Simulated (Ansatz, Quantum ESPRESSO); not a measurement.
**Lu (P6_3/mmc): electron–phonon coupling with Quantum ESPRESSO**

What λ does ph.x give for Lu (P6_3/mmc), and how does it hang on the broadening? The first relaxation steps of the session are not shown, so no cell shown is the starting entry, unless a step says so.

Main program and level: Ansatz 0.2.0 and Quantum ESPRESSO 7.5; DFT PBE, scalar-relativistic, plane waves, PAW, in the first sound run; inputs show where later runs differ.

Report form: the programs' logs are mostly left out.

## (1) The cell after earlier relaxation steps

It takes space group P6_3/mmc (No. 194, hexagonal). The conventional cell has a = 3.505 Å, b = 3.505 Å, c = 5.463 Å, α = 90.00°, β = 90.00°, γ = 120.00°. Nearest to Lu lie 12 Lu at 3.40 to 3.50 Å.

## (2) Relaxing tightly for phonons

Phonons are second derivatives about the minimum, so the remaining forces must be small: the thresholds are tightened. Earlier relaxation steps are not shown.

Contents of input.yaml:

```yaml
crystal:
  lattice:
    - [3.5047618326, 0.0, 0.0]
    - [-1.7523809163, 3.0352127812, 0.0]
    - [0.0, 0.0, 5.4630268267]
  atoms:
    - { symbol: Lu, position: [0.3333333333, 0.6666666667, 0.25] }
    - { symbol: Lu, position: [0.6666666667, 0.3333333333, 0.75] }
kpoints:
  mp_grid: { grid: [9, 9, 6] }
hamiltonian:
  xc: pbe
scf:
  occupations: { method: methfessel_paxton, width: 0.2 }
output:
  forces: true
  stress: true
  eigenvalues: true
relax:
  adjacent_minimum: "off"
  f_tol: 0.001
  max_steps: 60
  cell: { stress_tol: 0.01 }
```

On the command line:

```sh
$ ansatz run input.yaml --threads 4 --pin off --max-ram 8192MiB --backend cpu --events-out ev --progress --plain --runs-dir out
```

Elapsed: 3.4 s, on 4 threads of Arm Neoverse V2, shared host; peak memory 0.4 GiB; 12 s of CPU time.

Little changed from the start: no atom moved by 0.005 Å and no cell edge by 0.1 %.

This step gave:

- pressure: 0.006888 GPa
- volume per atom: 29.06 Å³
- metallic on mesh: yes
- gap on the k-mesh: 0 eV

The largest force is now zero by symmetry and the largest stress component 0.0070 GPa, small enough for phonons.

## (3) Deformation potentials: PseudoDojo files, cutoff 1360.57 eV, Fermi–Dirac smearing of 0.1 eV

The exported deformation potentials allow the same Gaussian double-delta sums that other programs print.

This step: DFT PBE, scalar-relativistic, plane waves, PseudoDojo norm-conserving pseudopotentials (Ansatz 0.2.0).

Contents of input.yaml:

```yaml
crystal:
  lattice:
    - [3.5047618326, 0.0, 0.0]
    - [-1.7523809163, 3.0352127812, 0.0]
    - [0.0, 0.0, 5.4630268267]
  atoms:
    - { symbol: Lu, position: [0.3333333333, 0.6666666667, 0.25] }
    - { symbol: Lu, position: [0.6666666667, 0.3333333333, 0.75] }
kpoints:
  mp_grid: { grid: [8, 8, 4] }
hamiltonian:
  xc: pbe
  pseudopotentials: { kind: nc, accuracy: standard }
scf:
  occupations: { method: fermi_dirac, width: 0.1 }
  n_extra_bands: 14
output:
  eigenvalues: true
basis:
  ecutwfc: 1360.569
phonons:
  method: dfpt
  qmesh: [2, 2, 1]
  temperatures: { t_max: 1000, t_step: 50 }
  qpath:
    path:
      - [[0.0, 0.0, 0.0], [0.5, 0.0, 0.0], [0.33333333, 0.33333333, 0.0], [0.0, 0.0, 0.0], [0.0, 0.0, 0.5], [0.5, 0.0, 0.5], [0.33333333, 0.33333333, 0.5], [0.0, 0.0, 0.5]]
      - [[0.5, 0.0, 0.5], [0.5, 0.0, 0.0]]
      - [[0.33333333, 0.33333333, 0.5], [0.33333333, 0.33333333, 0.0]]
    npoints: 10
  electron_phonon_deformation_potentials: { window_half_width: 2.5 }
```

Run time: 1.8 min. Hardware: 4 threads; peak memory 4.6 GiB.

This step gave:

| Quantity | Value |
| --- | --- |
| zero point energy | 0.03149 eV/cell |
| share of imaginary modes in the plain interpolation between solved wavevectors | 0 |
| highest frequency, solved or plainly interpolated | 120.3 cm⁻¹ |
| Debye temperature (second moment) | 161 K |

Allen's double-delta sum on the run's k mesh, delta = exp(-(x/sigma)^2)/(sigma sqrt(pi)); at the zone centre the sum is no linewidth. Double-delta sums:

```
q1    q2  q3  star  mode  omega (meV)  lambda_q, sigma 0.05 eV  lambda_q, sigma 0.1 eV  lambda_q, sigma 0.2 eV  lambda_q, sigma 0.3 eV  lambda_q, sigma 0.4 eV  half width at sigma 0.2 (meV)  <D²> at sigma 0.2 ((eV/Å)²)  nesting at sigma 0.2 (1/eV²)
 0     0   0     1     1     -2.00e-7                        -                       -                       -                       -                       -                        9.69e-6                      5.82e-5                         4.438
 0     0   0     1     2     -9.29e-8                        -                       -                       -                       -                       -                        9.69e-6                      5.82e-5                         4.438
 0     0   0     1     3     -5.73e-8                        -                       -                       -                       -                       -                        9.69e-6                      5.82e-5                         4.438
 0     0   0     1     4        9.012                   0.1422                  0.1391                  0.1748                  0.1422                  0.1185                        0.07337                       0.4405                         4.438
 0     0   0     1     5        9.012                   0.1422                  0.1391                  0.1748                  0.1422                  0.1185                        0.07337                       0.4405                         4.438
 0     0   0     1     6        14.91                   0.0669                 0.06217                 0.04074                 0.03508                 0.03408                        0.04683                       0.2811                         4.438
 0  -0.5   0     3     1        7.411                  3.40e-4                 0.04582                 0.09163                  0.1014                 0.09776                        0.02601                       0.2698                         2.568
 0  -0.5   0     3     2        8.896                  0.06332                  0.0513                 0.07078                 0.07483                 0.07709                        0.02895                       0.3004                         2.568
 0  -0.5   0     3     3        12.11                   0.3314                  0.1082                 0.07918                 0.07782                 0.07812                        0.05997                       0.6222                         2.568
 0  -0.5   0     3     4         12.7                  1.13e-4                 0.02095                 0.03752                 0.03689                 0.03626                        0.03126                       0.3243                         2.568
 0  -0.5   0     3     5        13.22                  0.01662                 0.01783                 0.03526                 0.03835                 0.03787                        0.03185                       0.3304                         2.568
 0  -0.5   0     3     6        13.49                   0.0353                 0.01368                 0.01756                 0.02236                 0.02481                        0.01651                       0.1713                         2.568
```

Mean over the q mesh without its centre; few wavevectors enter, so none of the widths can be taken as converged. The coupling constant λ, lambda by Gaussian width:

```
Gaussian width (eV)  coupling constant λ, lambda
              0.050                        0.447
              0.100                        0.258
              0.200                        0.332
              0.300                        0.352
              0.400                        0.352
```

Among the solved wavevectors the lowest mode, translations apart, is 59.8 cm⁻¹, so these are real on this k mesh.

## (4) Second program, ground state

ph.x needs a tightly converged ground state on the same k mesh; the cell is that of the step before.

This step: DFT PBE, scalar-relativistic, plane waves, PseudoDojo norm-conserving pseudopotentials (Quantum ESPRESSO 7.5).

Contents of pw.in:

```
 &control
    calculation='scf',
    prefix='x',
    outdir='./tmp',
    pseudo_dir='./pseudo',
    tprnfor=.true.,
    tstress=.true.,
 /
 &system
    ibrav=4,
    celldm(1)=6.62304,
    celldm(3)=1.5587441,
    nat=2,
    ntyp=1,
    ecutwfc=100.0,
    ecutrho=400.0,
    occupations='smearing',
    smearing='fd',
    degauss=0.00734986,
    nbnd=36,
 /
 &electrons
    conv_thr=1.0d-11,
    mixing_beta=0.5,
 /
ATOMIC_SPECIES
 Lu    174.9668  Lu.upf
ATOMIC_POSITIONS crystal
 Lu     0.333333333   0.666666667   0.250000000
 Lu     0.666666667   0.333333333   0.750000000
K_POINTS automatic
 8 8 4 0 0 0
```

On the command line:

```sh
$ OMP_NUM_THREADS=1 mpirun -n 4 pw.x -nk 4 -in pw.in > pw.x.log
```

Run time: 39 s. Hardware: 4 MPI ranks.

This step gave:

| Quantity | Value |
| --- | --- |
| pressure | 0.06167 GPa |

With these potentials, mesh and smearing the cell is at 0.062 GPa.

## (5) Second program, linear response: Fermi–Dirac smearing of 0.1 eV

ph.x gives each mode's frequency and linewidth; λ of a mode follows from Gaussian double-delta sums over the k mesh, here at four widths.

Contents of ph.in:

```
phonons and couplings
 &inputph
    prefix='x',
    outdir='./tmp',
    tr2_ph=1.0d-15,
    fildyn='x.dyn',
    fildvscf='dvscf',
    ldisp=.true.,
    nq1=2,
    nq2=2,
    nq3=1,
    electron_phonon='simple',
    el_ph_ngauss=0,
    el_ph_sigma=0.00734986,
    el_ph_nsigma=4,
    alpha_mix(1)=0.5,
    amass(1)=174.9668,
 /
```

On the command line:

```sh
$ OMP_NUM_THREADS=1 mpirun -n 4 ph.x -nk 4 -in ph.in > ph.x.log
```

Run time: 29 min. Hardware: 4 MPI ranks.

The run was cut off at its time limit.

The run did not finish in the time allowed, so it gives no couplings or resistivity.

## (6) What came out

```yaml
phonon_run_of_the_rows_without_a_label_of_their_own: PBE, q 2×2×1, k 8×8×4
softest_mode_on_the_q_mesh: 59.8 cm⁻¹ at q = (0, 0.5, 0)
highest_frequency_solved_or_plainly_interpolated: 120 cm⁻¹
coupling_lambda_by_gaussian_sums_at_0p2_ev_ansatz_pseudodojo_cutoff_1361_ev_q_2x2x1_k_8x8x4: 0.332
```

**Reading.** In the last run that gave them, λ from the Gaussian sums still varies by a factor of 1.4 between widths of 0.1 and 0.4 eV; these sums hold few wavevectors and leave out the zone centre.

[Logs are printed without paths, hosts, clocks, repeated set-up lines and the standing remarks that a program may print on its own settings, such as how far it seeks lower states.]

[Hosts, paths, dates, database ids (printed as entryN), source tags and the programs' standing remarks are cut or masked in the printed files.]
